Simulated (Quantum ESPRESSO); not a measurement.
## GaAs, zinc blende: band edges under a change of volume

How fast do the gaps move when the cell is scaled evenly?

Calculated with Quantum ESPRESSO 7.5, PBEsol, GBRV 1.5 ultrasoft potentials, cutoff 680 eV, Fermi–Dirac smearing 0.02 eV, k-mesh 9×9×9, no spin polarisation, no spin-orbit coupling.

Reference cell, relaxed at zero pressure with PBEsol (F-43m): a = 4.0043 Å, b = 4.0043 Å, c = 4.0043 Å, α = 60.00°, β = 60.00°, γ = 60.00°.

```
atom       x       y       z
  As  0.7500  0.7500  0.7500
  Ga  0.0000  0.0000  0.0000
```

At 106 (volume as a share of the relaxed volume) the gap closes or falls to 0.1 eV or less at this level, and those rows are left out.

Levels are read on the k-mesh and along lines from Γ to X = (0.5, 0, 0.5), L = (0.5, 0.5, 0.5), K = (0.375, 0.375, 0.75) and W = (0.5, 0.25, 0.75) in the reciprocal basis of this cell (the letters only name these points), and count from the highest filled level.

| ln(V/V0) | gap (eV) | direct gap at Γ (eV) | lowest empty at L (eV) |
| --- | --- | --- | --- |
| −0.0619 | 0.884 | 0.884 | 1.089 |
| −0.0408 | 0.722 | 0.722 | 1.028 |
| 0.0000 | 0.415 | 0.415 | 0.914 |
| 0.0198 | 0.269 | 0.269 | 0.861 |
| 0.0392 | 0.128 | 0.128 | 0.809 |

**Question.** Fit the direct gap at Γ and give it at ln(V/V0) = −0.0202, a row left out above.

A straight line through the 5 rows: the means are −0.00874 for ln(V/V0) and 0.4836 for the level, Σ(Δx)² = 0.007043 and ΣΔxΔy = −0.0527, so the slope is −0.0527/0.007043 = −7.4826 and the intercept 0.4836 − (−7.4826)(−0.00874) = 0.4182.

The slope is the volume deformation potential of this gap, −7.48 eV, as a mean over the range. The line gives 0.569 eV. The run itself gives 0.566 eV, so the estimate misses by 0.003 eV; the fitted rows themselves lie up to 0.003 eV off the law.

The gap is direct at Γ in every row. Semilocal functionals give gaps that are too small, and the error differs from valley to valley, so the order of close valleys can be wrong too. Spin-orbit coupling, left out here, splits the valence top by 0.1 eV or more with such elements and lowers the gap.

[Logs are printed without paths, hosts, clocks, repeated set-up lines and the standing remarks that a program may print on its own settings, such as how far it seeks lower states.]
